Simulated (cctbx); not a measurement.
# What resolution and counting buy: HfMn2Cr2

Space group P4_2/mnm (no. 136), a = 6.7340 Å, b = 6.7340 Å, c = 6.0870 Å, α = 90.00°, β = 90.00°, γ = 90.00°.

| atom | mult. | x | y | z | Ueq (Å²) |
| --- | --- | --- | --- | --- | --- |
| Hf1 | 4 | 1/2 | 0 | 3/4 | 0.0023 |
| Mn1 | 8 | 0.8815 | 0.8815 | 0.7980 | 0.0040 |
| Cr1 | 4 | 0.8019 | 0.1981 | 0 | 0.0041 |
| Cr2 | 4 | 0.6546 | 0.6546 | 0 | 0.0046 |

This is a model crystal, built by substitution and not relaxed, with assumed displacement parameters.

Five simulated data sets (cctbx; Mo Kα, λ = 0.71073 Å; 3 % proportional error) differ in resolution or exposure (noise floor 2 counts in the first three, 8 in the last two). Each is refined with the right model, isotropic at 1.1 Å and anisotropic otherwise. How do the figures of merit and the uncertainties move?

| d min (Å) | top counts | ⟨I/σ⟩ (unmerged, absences included) | unique | param. (scale apart) | Rint | R1 | GooF | largest s.u. xyz (fractional) | s.u. U of Cr1 (Å²) | largest error (Å) |
| --- | --- | --- | --- | --- | --- | --- | --- | --- | --- | --- |
| 1.1 | 70000 | 19.0 | 72 | 8 | 0.024 | 0.0066 | 0.96 | 0.00010 | 0.0003 | 0.0010 |
| 0.84 | 70000 | 19.5 | 149 | 16 | 0.021 | 0.0068 | 0.96 | 0.00006 | 0.0002 | 0.0013 |
| 0.6 | 70000 | 18.0 | 389 | 16 | 0.025 | 0.0065 | 0.90 | 0.00003 | 0.0001 | 0.0004 |
| 0.75 | 300 | 1.7 | 208 | 16 | 0.273 | 0.0470 | 0.94 | 0.00153 | 0.0038 | 0.0128 |
| 0.75 | 3000 | 6.9 | 208 | 16 | 0.056 | 0.0183 | 0.94 | 0.00025 | 0.0006 | 0.0034 |

The number of reflections grows roughly as 1/d³: 72, 149 and 389 here. R1 follows the noise rather than the truth: at 300 counts it is 0.0470, at 3000 counts 0.0183, while GooF is 0.94 and 0.94: the weights 1/σ² carry the noise. The s.u. of U (U11 where anisotropic) for Cr1 goes 0.0003, 0.0002, 0.0001 Å² with resolution and 0.0038, 0.0006 Å² with exposure.

Hardware for the 0.6 Å refinement: 0.38 s on 1 thread of Arm Neoverse V2, on a shared host, peak memory 0.09 GiB.
